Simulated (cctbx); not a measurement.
**What is wrong with this refinement?**

Cell a = 4.3270 Å, b = 4.3270 Å, c = 20.6970 Å, α = 90.00°, β = 90.00°, γ = 90.00°; space group I4/mmm (no. 139). The compound is Ba2In3P2O2.

Simulated single-crystal data (cctbx): Cu Kα, λ = 1.54184 Å, to d = 0.83 Å, 95 % of the full sphere, strongest reflection 20000 counts, noise from counting, a 3 % proportional error and a noise floor of 15 counts (s.d.); no absorption.

An anisotropic refinement with weights 1/σ² prints:

```text
Rint 0.024, 16 unique reflections to 2.03 A
cycle     R1     wR2    GooF  max shift (A)
   1  0.0132  0.0237   2.803   0.03316
  12  0.0028  0.0072   0.856   0.00176
final R1 0.0028 wR2 0.0072 GooF 0.851  parameters 13  data/parameter 1.2
atom        x        y        z      Ueq    occ   su(xyz)  su(Uiso or U11)
Ba1    0.00000  0.00000  0.40729  -0.0551  1.000  0.00030  0.0301  NPD
In1    0.00000  0.50000  0.25000  -0.0392  1.000  0.00000  0.0138  NPD
In2    0.00000  0.00000  0.00000   0.0034  1.000  0.00000  0.0213  NPD
P1     0.50000  0.50000  0.31307   0.0135  1.000  0.00152  0.0418  NPD
O1     0.50000  0.00000  0.00000   0.1420  1.000  0.00000  0.5074  NPD
difference map: max 0.03 min -0.03 rms 0.02
Q1    0.2500  0.2500  0.2500    8    0.03  1.53 A from In1
```

Q: Accept it or mend it, and why?

Mend it. The fault: data cut at low resolution. Against the right model at the same level, R1 goes from 0.0073 to 0.0028 and GooF from 0.86 to 0.85, U of In1 shrinks from 0.0243 to -0.0392 Å² and Ba1, In1, In2, P1 and O1 go non-positive-definite. The atoms are right, but there are too few data for the parameters: R1 flatters and the s.u.s grow. Data per parameter fall from 10.9 to 1.2.

The compound is Ba2In3P2O2. The right model at the same level gives:

```text
Rint 0.031, 142 unique reflections to 0.83 A
cycle     R1     wR2    GooF  max shift (A)
   1  0.0183  0.0471   2.726   0.00494
   2  0.0073  0.0149   0.860   0.00000
final R1 0.0073 wR2 0.0149 GooF 0.860  parameters 13  data/parameter 10.9
atom        x        y        z      Ueq    occ   su(xyz)  su(Uiso or U11)
Ba1    0.00000  0.00000  0.40679   0.0107  1.000  0.00001  0.0001
In1    0.00000  0.50000  0.25000   0.0243  1.000  0.00000  0.0001
In2    0.00000  0.00000  0.00000   0.0161  1.000  0.00000  0.0001
P1     0.50000  0.50000  0.31815   0.0276  1.000  0.00008  0.0005
O1     0.50000  0.00000  0.00000   0.0200  1.000  0.00000  0.0018
difference map: max 0.54 min -0.64 rms 0.14
Q1    0.0000  0.0000  0.2853    4    0.58  2.14 A from P1
Q2    0.0000  0.0000  0.1825    4    0.47  0.01 A from P1
Q3    0.0000  0.0000  0.0775    4    0.44  1.60 A from In2
Q4    0.0000  0.0000  0.5000    2    0.44  1.93 A from Ba1
Q5    0.0851  0.0851  0.2318   16    0.43  1.16 A from P1
Q6    0.0000  0.1486  0.3898   16    0.43  0.73 A from Ba1
```

This is a model crystal, built by substitution and not relaxed, with assumed displacement parameters.

[Middle refinement cycles are left out of these outputs.]

[Logs are printed without paths, hosts, clocks, repeated set-up lines and the standing remarks that a program may print on its own settings, such as how far it seeks lower states.]
